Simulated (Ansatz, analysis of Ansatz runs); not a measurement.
# Migration in YScO3 (Pnma): V_O hop (2.8 Å), charge +2, part 4 of 4

Aim: the barrier of one jump in YScO3 (Pnma) at charge +2: V_O hop (2.8 Å). The model is a cell of 40 host atoms with 1 O taken out; O is the atom that moves.

Ansatz 0.2.0; plane-wave PAW DFT, LDA; nudged elastic band between two relaxed defect structures at fixed charge in a uniform background.

So far, barrier forward (eV): step 4 (nudged elastic band, charge +2) 0.727.

**5. Single point at the start point, LDA, denser k-mesh**

Three single points on a mesh of more k-points (start, top, end) test the sampling. The start is shown; top and end are run alike.

This step: plane-wave PAW DFT, LDA; single point of a defect supercell on a structure of the LDA path.

Input file qp2.start.mesh/input.yaml:

```yaml
crystal:
  lattice:
    - [0.0, 7.77564712, 5.34161922]
    - [5.64134763, 0.0, 5.34161922]
    - [5.64134763, 7.77564712, 0.0]
  atoms:
    - { symbol: "Y", position: [0.40751533, 0.56573681, 0.37082599] }
    - { symbol: "Y", position: [0.87912295, 0.09418153, 0.84235085] }
    - { symbol: "Y", position: [0.07932118, 0.391627, 0.17044858] }
    - { symbol: "Y", position: [0.58716437, 0.89058291, 0.66275407] }
    - { symbol: "Y", position: [0.41784522, 0.09407209, 0.35643041] }
    - { symbol: "Y", position: [0.89364855, 0.61846313, 0.83188598] }
    - { symbol: "Y", position: [0.11082637, 0.91872094, 0.13911687] }
    - { symbol: "Y", position: [0.60606551, 0.44062778, 0.64376381] }
    - { symbol: Sc, position: [0.21773435, 0.25352266, 0.75490924] }
    - { symbol: Sc, position: [0.76095996, 0.75391584, 0.24134965] }
    - { symbol: Sc, position: [0.00562694, -0.00230655, 0.49210358] }
    - { symbol: Sc, position: [0.48981849, 0.49932707, 0.01043467] }
    - { symbol: Sc, position: [0.2394384, 0.74967559, 0.76014672] }
    - { symbol: Sc, position: [0.75772007, 0.24553822, 0.24414771] }
    - { symbol: Sc, position: [0.0085584, 0.5062938, 0.48886087] }
    - { symbol: Sc, position: [0.49501029, -0.02371235, 0.03215657] }
    - { symbol: O, position: [0.97343386, 0.66166571, 0.27641621] }
    - { symbol: O, position: [0.41863467, 0.79410702, 0.0020814] }
    - { symbol: O, position: [0.91252355, 0.28433361, 0.52020069] }
    - { symbol: O, position: [0.24764242, 0.96494818, 0.83128939] }
    - { symbol: O, position: [0.72956141, 0.46720185, 0.33736639] }
    - { symbol: O, position: [0.29315749, 0.39862773, 0.29891046] }
    - { symbol: O, position: [0.76062114, 0.92766405, 0.77301832] }
    - { symbol: O, position: [0.47685629, 0.21143471, 0.48927579] }
    - { symbol: O, position: [0.95101148, 0.74068636, 0.95680919] }
    - { symbol: O, position: [0.15578101, 0.96872039, 0.59356424] }
    - { symbol: O, position: [0.65640208, 0.46825747, 0.09399389] }
    - { symbol: O, position: [0.32989162, 0.54048604, 0.91999654] }
    - { symbol: O, position: [0.84483845, 0.02294075, 0.40500266] }
    - { symbol: O, position: [0.21574656, 0.08741217, 0.20460675] }
    - { symbol: O, position: [0.72009717, 0.5906447, 0.71345229] }
    - { symbol: O, position: [0.04524817, 0.25776282, 0.0341722] }
    - { symbol: O, position: [0.53642854, 0.7742893, 0.52981887] }
    - { symbol: O, position: [0.10067922, 0.70744044, 0.48912641] }
    - { symbol: O, position: [0.57910298, 0.23021948, 0.94661341] }
    - { symbol: O, position: [0.30305774, 0.50610311, 0.67091988] }
    - { symbol: O, position: [0.76056327, 0.04743095, 0.14919468] }
    - { symbol: O, position: [0.01676309, 0.34368015, 0.72458616] }
    - { symbol: O, position: [0.5252242, 0.83511668, 0.23320507] }
total_charge: 2
basis:
  ecutwfc: 420
  xc_grid: 2
hamiltonian:
  xc: lda
kpoints:
  mp_grid: { grid: [2, 2, 2], shift: [0.5, 0.5, 0.5] }
scf:
  occupations: { method: fixed }
  max_iter: 100
output:
  forces: true
  eigenvalues: true
checkpoint:
  write: "../qp2.start.mesh.run"
  compress: false
  write_wavefunctions: false
  write_every: 100000
```

The run is started by

```console
$ ansatz run input.yaml --threads 4 --pin off --max-ram 7536MiB --backend cpu --events-out ev --progress --plain --runs-dir out
```

Numbers of over 12 decimals in the logs are rounded to 6 here.

What it wrote:

```text
[...]
Crystal: 39 atoms, lattice volume = 468.622 Å³
Basis set: ecut = 420 eV, 9099 PW (Γ), exchange–correlation on 128×108×144 points (8 copies of the dense FFT grid, shifted against one another)
Bands: 195, of which v1, the nominal top of the filled ones, is band 156 counted from 1 (155 counted from 0)
Symmetry: 1 space group operations
[...]
k-points: 4 of 8 (time reversal used)
[...]
SCF iter   1: F=—  HF=-59555.772880 eV  |F-HF|=—  |Δ(HF+E_count)|=         —  Δρ=1.15e-2  dr2=1.04e0  ethr=1.77e-3  ⟨swp⟩=4.0  Hψ=2566  notcnv=0  defer=144
[...]
SCF iter   3: F=—  HF=-59555.492938 eV  |F-HF|=—  |Δ(HF+E_count)|=   4.48e-2  Δρ=2.61e-3  dr2=6.95e-2  ethr=6.71e-5  ⟨swp⟩=3.0  Hψ=942  notcnv=0  defer=88
[...]
--- Forces (eV/Å), atoms counted from 1 ---
  atom   1  Y      0.02560388     0.04915333     0.00257219
  atom   2  Y      0.02618449    -0.05325095     0.00138498
  [... 1 atom left out ...]
  atom   4  Y      0.03673066    -0.00074987     0.03624181
  [... 2 atoms left out ...]
  atom   7  Y     -0.14119097    -0.00214520    -0.01466501
  [... 1 atom left out ...]
  atom   9  Sc    -0.14154862     0.43307762     0.16867070
  [... 6 atoms left out ...]
  atom  16  Sc    -0.14154376    -0.43489751     0.16882158
  [... 1 atom left out ...]
  atom  18  O      0.07325017     0.18699600    -0.13104993
  [... 1 atom left out ...]
  atom  20  O      0.07310255    -0.18143308    -0.13003377
  [... 2 atoms left out ...]
  atom  23  O     -0.04967184     0.21242815    -0.05367537
  [... 6 atoms left out ...]
  atom  30  O     -0.05951780     0.30861929    -0.02153953
  [... 1 atom left out ...]
  atom  32  O     -0.05874735    -0.31098991    -0.02181063
  [... 2 atoms left out ...]
  atom  35  O      0.06192732     0.13763908    -0.01426360
  [... 4 atoms left out ...]
  max |Σ_I F_I| component: 2.71e-5 eV/Å
--- Band table (eV) ---
[...]
[... further k-points left out ...]
[key lines of the parts left out:]
SCF converged after 10 iterations
Free energy (F): -59555.479111 eV
Fermi energy:    9.452824 eV
```

Elapsed: 20 s, on 4 threads of Arm Neoverse V1, shared host; peak memory 1.8 GiB; 78 s of CPU time.

This step gave:

```yaml
free_energy: -59555.4791 eV
```

**6. Barrier from single points, LDA, denser k-mesh**

Analysis of the runs above: barrier from LDA single points on the LDA path.

It gives:

```
barrier forward  : 0.4867 eV
barrier backward : 0.4187 eV
end less start   : 0.06802 eV
```

This gives 0.487 eV against the band's 0.727 eV (backward 0.419 against 0.509 eV), so the sampling matters here.

**7. Single point at the top of the path, LDA**

A single point at the top of the band gives the levels near the gap and the populations there.

This step: plane-wave PAW DFT, LDA; single point of a defect supercell on a structure of the LDA path.

Input file qp2.top.probe/input.yaml:

```yaml
crystal:
  lattice:
    - [0.0, 7.77564712, 5.34161922]
    - [5.64134763, 0.0, 5.34161922]
    - [5.64134763, 7.77564712, 0.0]
  atoms:
    - { symbol: "Y", position: [0.40228221, 0.56647378, 0.37714292] }
    - { symbol: "Y", position: [0.90092663, 0.08609599, 0.84152363] }
    - { symbol: "Y", position: [0.07573517, 0.40285575, 0.16598263] }
    - { symbol: "Y", position: [0.62325257, 0.89656193, 0.62510609] }
    - { symbol: "Y", position: [0.41298934, 0.0960779, 0.34714606] }
    - { symbol: "Y", position: [0.91870213, 0.61235967, 0.81970757] }
    - { symbol: "Y", position: [0.099368, 0.92589471, 0.14138767] }
    - { symbol: "Y", position: [0.61333904, 0.44564598, 0.63555585] }
    - { symbol: Sc, position: [0.23102513, 0.23152083, 0.75939786] }
    - { symbol: Sc, position: [0.75372285, 0.75444049, 0.23791895] }
    - { symbol: Sc, position: [0.01553449, 0.00461036, 0.48612233] }
    - { symbol: Sc, position: [0.51022175, 0.48168903, -0.00207791] }
    - { symbol: Sc, position: [0.24255934, 0.748468, 0.7619994] }
    - { symbol: Sc, position: [0.75516868, 0.25782078, 0.23536971] }
    - { symbol: Sc, position: [0.01479761, 0.50162564, 0.48698263] }
    - { symbol: Sc, position: [0.5053162, -0.00628038, 0.010632] }
    - { symbol: O, position: [0.95634271, 0.66682695, 0.2898026] }
    - { symbol: O, position: [0.40427739, 0.94564633, -0.09219467] }
    - { symbol: O, position: [0.91162409, 0.29044764, 0.51833931] }
    - { symbol: O, position: [0.13975919, 0.97587222, 0.87495988] }
    - { symbol: O, position: [0.7076847, 0.4679894, 0.35096068] }
    - { symbol: O, position: [0.30190968, 0.41437793, 0.28912775] }
    - { symbol: O, position: [0.78165994, 0.92110478, 0.77411119] }
    - { symbol: O, position: [0.47813809, 0.19314724, 0.4959612] }
    - { symbol: O, position: [0.96000453, 0.69811416, 0.97621307] }
    - { symbol: O, position: [0.16212895, 0.95608384, 0.59116409] }
    - { symbol: O, position: [0.6594968, 0.48259784, 0.08605761] }
    - { symbol: O, position: [0.33826817, 0.54435264, 0.91907952] }
    - { symbol: O, position: [0.85933069, 0.04554358, 0.39115838] }
    - { symbol: O, position: [0.23184701, 0.11282122, 0.20994663] }
    - { symbol: O, position: [0.72538411, 0.5948492, 0.71471968] }
    - { symbol: O, position: [0.04085192, 0.25947032, 0.03780024] }
    - { symbol: O, position: [0.53144192, 0.76765953, 0.53589374] }
    - { symbol: O, position: [0.10641902, 0.72053816, 0.46598804] }
    - { symbol: O, position: [0.59434897, 0.22715737, 0.95212267] }
    - { symbol: O, position: [0.2744508, 0.51031146, 0.68152852] }
    - { symbol: O, position: [0.74483116, 0.04525205, 0.16693967] }
    - { symbol: O, position: [0.03639747, 0.34235468, 0.71023102] }
    - { symbol: O, position: [0.52471428, 0.83494975, 0.22318877] }
total_charge: 2
basis:
  ecutwfc: 420
  xc_grid: 2
hamiltonian:
  xc: lda
kpoints:
  mp_grid: { grid: [1, 1, 1] }
scf:
  occupations: { method: fixed }
  max_iter: 100
output:
  forces: true
  eigenvalues: true
  eigenstates: { localisation: true }
  populations: true
  write_density: true
  write_potential: true
  volumetric_format: npy
  elf: true
checkpoint:
  write: "../qp2.top.probe.run"
  compress: false
  write_wavefunctions: false
  write_every: 100000
```

What it wrote:

```text
[...]
Crystal: 39 atoms, lattice volume = 468.622 Å³
Basis set: ecut = 420 eV, 9099 PW (Γ), exchange–correlation on 128×108×144 points (8 copies of the dense FFT grid, shifted against one another)
Bands: 195, of which v1, the nominal top of the filled ones, is band 156 counted from 1 (155 counted from 0)
Symmetry: 1 space group operations
[...]
k-points: 1
[...]
SCF iter   1: F=—  HF=-59554.498332 eV  |F-HF|=—  |Δ(HF+E_count)|=         —  Δρ=1.05e-2  dr2=6.96e-1  ethr=1.77e-3  ⟨swp⟩=4.0  Hψ=641  notcnv=0  defer=37
[...]
SCF iter  10: F=-59554.298660 eV  HF=-59554.298660 eV  |F-HF|=2.63e-9  |Δ(HF+E_count)|=   4.05e-9  Δρ=1.61e-6  dr2=1.46e-8  ethr=3.21e-11  ⟨swp⟩=17.0  Hψ=1422  notcnv=0
SCF 1 converged in 10 iterations: F = -59554.298660 eV  dr2 = 1.46e-8
[...]
SCF converged after 10 iterations
Free energy (F): -59554.298660 eV
[...]
[... 2 atoms left out ...]
  atom  23  O     -0.00268273     0.00095889     0.00079866
  [... 6 atoms left out ...]
  atom  30  O      0.00271173     0.00408139     0.00369842
  [... 1 atom left out ...]
  atom  32  O     -0.00164721     0.00021238     0.00089569
  [... 2 atoms left out ...]
  atom  35  O     -0.00126420    -0.00388805     0.00422969
  [... 4 atoms left out ...]
  max |Σ_I F_I| component: 5.81e-5 eV/Å
--- Band table (eV) ---
[...]
--- Löwdin populations: 39 sites ---
  site symbol       q [e]
     0      Y      9.9098
     1      Y      9.9105
  [... 1 atom left out ...]
     3      Y      9.9223
  [... 2 atoms left out ...]
     6      Y      9.9092
  [... 1 atom left out ...]
     8     Sc      9.8877
  [... 6 atoms left out ...]
    15     Sc      9.8926
  [... 1 atom left out ...]
    17      O      6.6438
  [... 1 atom left out ...]
    19      O      6.6151
  [... 2 atoms left out ...]
    22      O      6.6726
  [... 6 atoms left out ...]
    29      O      6.6525
  [... 1 atom left out ...]
    31      O      6.6119
  [... 2 atoms left out ...]
    34      O      6.6054
  [... 4 atoms left out ...]
  spilling = 0.003164 (of n_electrons = 312.000000)
[key lines of the parts left out:]
Fermi energy:    9.523595 eV
```

Wall time 4.2 s (4 threads); peak memory 0.62 GiB.

This step gave:

```
free energy : -59554.2987 eV
```

States next to the filling edge at the first k-point, on the run's own zero (eigenstates.tsv). The participation number counts the atoms that a state is spread over, of 39; bands count from 0.

| spin | band | energy (eV) | occupation | participation | largest share on | share |
| --- | --- | --- | --- | --- | --- | --- |
| both | 150 | 9.183 | 2.00 | 14.5 | O19 | 0.15 |
| both | 151 | 9.225 | 2.00 | 15.8 | O28 | 0.11 |
| both | 152 | 9.320 | 2.00 | 10.6 | O30 | 0.21 |
| both | 153 | 9.436 | 2.00 | 18.5 | O36 | 0.11 |
| both | 154 | 9.490 | 2.00 | 20.2 | O21 | 0.11 |
| both | 155 | 9.524 | 2.00 | 13.6 | O20 | 0.18 |
| both | 156 | 13.130 | 0.00 | 13.5 | Y8 | 0.18 |
| both | 157 | 13.759 | 0.00 | 19.2 | Sc16 | 0.11 |
| both | 158 | 14.043 | 0.00 | 16.5 | Sc9 | 0.15 |
| both | 159 | 14.150 | 0.00 | 13.2 | Sc10 | 0.19 |
| both | 160 | 14.219 | 0.00 | 14.3 | Sc12 | 0.16 |

Under LDA at the zone centre alone, the highest filled state is spread over 14 of 39 atoms, and the lowest empty one, 3.61 eV above it, is spread over 13 of 39 atoms.

Löwdin populations of the atoms near the centre, and their excess over far atoms of the same element, which can also hold differences between inequivalent host sites (the log counts sites from 0):

| atom | distance from the centre (Å) | electrons | excess |
| --- | --- | --- | --- |
| O18 | 0.41 | 6.644 | -0.002 |
| Sc16 | 1.62 | 9.893 | 0.016 |
| Y4 | 2.20 | 9.922 | 0.024 |
| Y7 | 2.45 | 9.909 | 0.011 |
| O23 | 2.50 | 6.673 | 0.027 |
| O30 | 2.67 | 6.653 | 0.007 |
| Sc9 | 2.82 | 9.888 | 0.011 |
| O20 | 2.99 | 6.615 | -0.030 |

Valence density in the ac plane at fractional y = 0.972, through the centre, with atoms of Y and Sc and O within 0.45 Å of it. It is the smooth field of the valence electrons, not physical close to the nuclei.

Values in e/Å³, 13 rows by 16 columns, each cell a mean:
```
0.6 2.4 1.6 0.3 0.5 2.5 3.4 1.4 3.5 3.0 0.4 0.1 0.1 0.4 0.5 0.2
0.4 2.7 6.1 2.0 0.3 1.0 4.4 3.1 0.5 0.5 0.5 0.7 0.4 0.4 1.1 0.8
0.4 0.4 1.7 2.0 0.5 0.1 0.5 1.1 0.5 0.2 0.3 1.8 2.9 0.8 0.4 0.6
0.4 0.5 0.3 0.3 0.2 0.1 0.1 0.2 0.7 0.5 0.2 0.5 2.5 2.1 0.4 0.2
0.4 2.2 3.4 0.8 0.1 0.1 0.1 0.1 1.0 2.4 1.4 0.2 0.2 0.6 0.5 0.3
2.2 1.1 4.7 3.9 0.6 0.1 0.1 0.1 0.3 1.4 2.2 0.9 0.2 0.2 0.6 3.0
6.2 3.0 0.7 1.4 0.7 0.3 0.2 0.1 0.1 0.2 0.5 0.6 0.7 0.9 0.5 2.7
1.7 2.5 0.6 0.1 0.2 0.3 0.7 0.5 0.1 0.1 0.1 0.1 0.4 1.7 1.9 0.6
0.2 0.2 0.2 0.2 0.1 0.1 0.4 0.8 0.4 0.1 0.2 0.1 0.1 0.3 1.0 0.7
0.8 0.3 0.2 0.3 0.3 0.1 0.2 0.4 0.3 0.2 0.5 1.0 0.5 0.1 0.2 0.5
2.3 2.6 0.9 0.2 0.2 0.2 0.2 0.3 0.4 0.2 0.3 1.3 2.2 0.6 0.1 0.5
1.0 3.1 2.8 0.6 0.1 0.2 0.9 2.4 1.1 0.2 0.1 0.2 0.8 0.7 0.2 0.1
0.3 0.7 1.3 0.8 0.4 0.5 0.7 4.7 6.0 1.6 0.1 0.1 0.1 0.2 0.2 0.1
```
Columns run along a (9.4 Å), rows up along c (9.6 Å). Atoms in or near the plane, at fractional coordinates: Y at (0.10, 0.14), Sc at (0.02, 0.49), Sc at (0.51, 0.01), O at (0.40, 0.91), O at (0.14, 0.87), O at (0.78, 0.77), O at (0.16, 0.59).

Electrostatic potential energy in the ac plane at fractional y = 0.972, through the centre, with atoms of Y and Sc and O within 0.45 Å of it. With pseudopotentials it is smooth inside the atoms' cores, unlike the true potential.

Ten even steps from '_' (-42 eV) to '@' (15 eV), each cell a mean:
```
@@%%##%%%%%%%%@@**==**##++..__::**%%@@@@%%####%%%%@@
@@**--::**@@@@@@**::..==##**====**%%@@@@%%##++++##%%
%%%%--__..**@@@@@@++....++%%%%####%%@@@@@@%%**====**
##@@##--..--%%@@@@@@**--==%%@@@@@@@@####@@@@##++==++
##%%@@%%++==%%@@@@@@@@%%##@@@@@@@@@@**--==%%@@%%**++
%%%%@@@@@@@@@@@@@@@@@@@@%%%%%%@@@@@@%%--::==%%@@%%%%
@@@@@@@@@@@@@@@@@@@@@@@@%%****##%%@@@@%%==--##@@@@@@
@@@@####@@@@@@@@@@@@@@@@%%++----++%%@@@@@@##%%@@@@@@
@@%%==::==%%@@@@@@@@@@@@%%**::__..==%%@@@@@@@@%%%%%%
**%%**..__--%%@@@@@@@@@@@@%%==..__::++%%@@@@%%##++++
::++##++::..++@@@@@@@@@@@@@@%%++::::==##@@@@@@##==..
__..++%%##++**%%%%%%@@@@@@@@@@%%**++++##%%@@@@%%++__
____::**%%@@@@@@%%####%%@@@@@@@@%%%%##%%%%####%%##==
==::::++%%@@@@@@%%##****%%@@@@@@@@@@@@@@@@**==**%%##
%%**++**%%@@@@@@@@##++++**%%@@@@@@@@@@@@@@@@**==##@@
@@%%%%%%%%@@@@@@@@%%##++++##%%@@@@@@@@@@@@@@@@####@@
%%@@@@@@@@@@@@@@@@@@%%%%####%%@@@@@@@@@@@@@@@@@@%%%%
**##%%@@@@@@@@@@@@@@@@@@%%%%%%@@@@@@%%@@@@@@@@@@%%##
--::==##@@@@@@@@@@@@@@@@@@@@@@@@@@@@**++##@@@@@@%%++
..____--##@@@@@@@@@@%%%%@@@@@@@@@@@@%%====%%@@@@%%**
==______--##@@@@@@%%##**##%%@@@@@@@@@@%%**##@@@@@@%%
##--____..++%%@@@@%%**--::++##@@@@@@@@@@@@@@@@@@@@@@
@@##==::..==##@@@@@@**::____--##@@@@@@@@@@@@@@@@@@@@
@@@@%%##++**%%@@@@@@%%++______==##@@@@@@%%%%%%@@@@@@
```
Columns run along a (9.4 Å; values clipped at the 3rd and 97th percentile), rows up along c (9.6 Å). Atoms in or near the plane, at fractional coordinates: Y at (0.10, 0.14), Sc at (0.02, 0.49), Sc at (0.51, 0.01), O at (0.40, 0.91), O at (0.14, 0.87), O at (0.78, 0.77), O at (0.16, 0.59).

ELF in the ac plane at fractional y = 0.972, through the centre, with atoms of Y and Sc and O within 0.45 Å of it. It is the smooth field of the valence electrons, not physical close to the nuclei.

Values, 13 rows by 16 columns, each cell a mean:
```
0.64 0.77 0.59 0.21 0.37 0.80 0.69 0.47 0.52 0.69 0.18 0.08 0.09 0.44 0.38 0.14
0.31 0.72 0.50 0.71 0.25 0.59 0.66 0.76 0.42 0.17 0.26 0.59 0.38 0.34 0.76 0.58
0.22 0.27 0.65 0.79 0.62 0.16 0.45 0.63 0.52 0.13 0.40 0.81 0.76 0.54 0.27 0.47
0.27 0.42 0.28 0.31 0.42 0.17 0.04 0.13 0.37 0.34 0.15 0.55 0.78 0.81 0.47 0.09
0.38 0.79 0.71 0.55 0.15 0.05 0.04 0.09 0.66 0.86 0.72 0.19 0.33 0.49 0.28 0.12
0.48 0.51 0.62 0.72 0.58 0.08 0.05 0.06 0.17 0.69 0.83 0.48 0.15 0.14 0.27 0.67
0.47 0.59 0.40 0.73 0.58 0.15 0.14 0.07 0.07 0.10 0.35 0.29 0.41 0.70 0.36 0.55
0.43 0.64 0.27 0.14 0.19 0.16 0.58 0.45 0.08 0.05 0.04 0.05 0.39 0.80 0.79 0.43
0.20 0.08 0.12 0.22 0.14 0.05 0.26 0.54 0.27 0.10 0.27 0.24 0.13 0.45 0.69 0.62
0.38 0.22 0.17 0.53 0.53 0.16 0.16 0.28 0.18 0.11 0.59 0.76 0.60 0.20 0.11 0.26
0.84 0.79 0.51 0.21 0.45 0.23 0.09 0.32 0.50 0.24 0.29 0.75 0.81 0.69 0.17 0.39
0.55 0.79 0.84 0.40 0.10 0.09 0.39 0.54 0.35 0.25 0.12 0.30 0.68 0.73 0.36 0.08
0.32 0.41 0.60 0.44 0.30 0.53 0.33 0.58 0.43 0.45 0.06 0.04 0.11 0.22 0.15 0.10
```
Columns run along a (9.4 Å), rows up along c (9.6 Å). Atoms in or near the plane, at fractional coordinates: Y at (0.10, 0.14), Sc at (0.02, 0.49), Sc at (0.51, 0.01), O at (0.40, 0.91), O at (0.14, 0.87), O at (0.78, 0.77), O at (0.16, 0.59).

The distance between the highest filled and the lowest empty level goes from 3.42 eV at the start to 3.61 eV at the top.

**8. Outcome**

```json
{"barrier forward": "0.73 eV", "barrier backward": "0.51 eV", "end less start": "0.22 eV", "hop length": "2.72 Å", "band iterations, as the log counts them": "26", "barrier from single points, LDA, denser k-mesh": "0.49 eV"}
```

The top of the band lies 0.73 eV above the start and 0.51 eV above the end. On the mesh of more k-points the top lies 0.49 eV above the start and 0.42 eV above the end, so the band's own sampling is not converged. No image-charge correction is applied; it largely cancels along a path if the charge stays localised alike. Limits: sampling at the zone centre alone can move energies of charged and open-shell states by tenths of an eV or more in cells of this size; periodic copies of the defect are only 7.8 Å apart.

[Logs are printed without paths, hosts, clocks, repeated set-up lines and the standing remarks that a program may print on its own settings, such as how far it seeks lower states.]

[Hosts, paths, dates, database ids (printed as entryN), source tags and the programs' standing remarks are cut or masked in the printed files.]
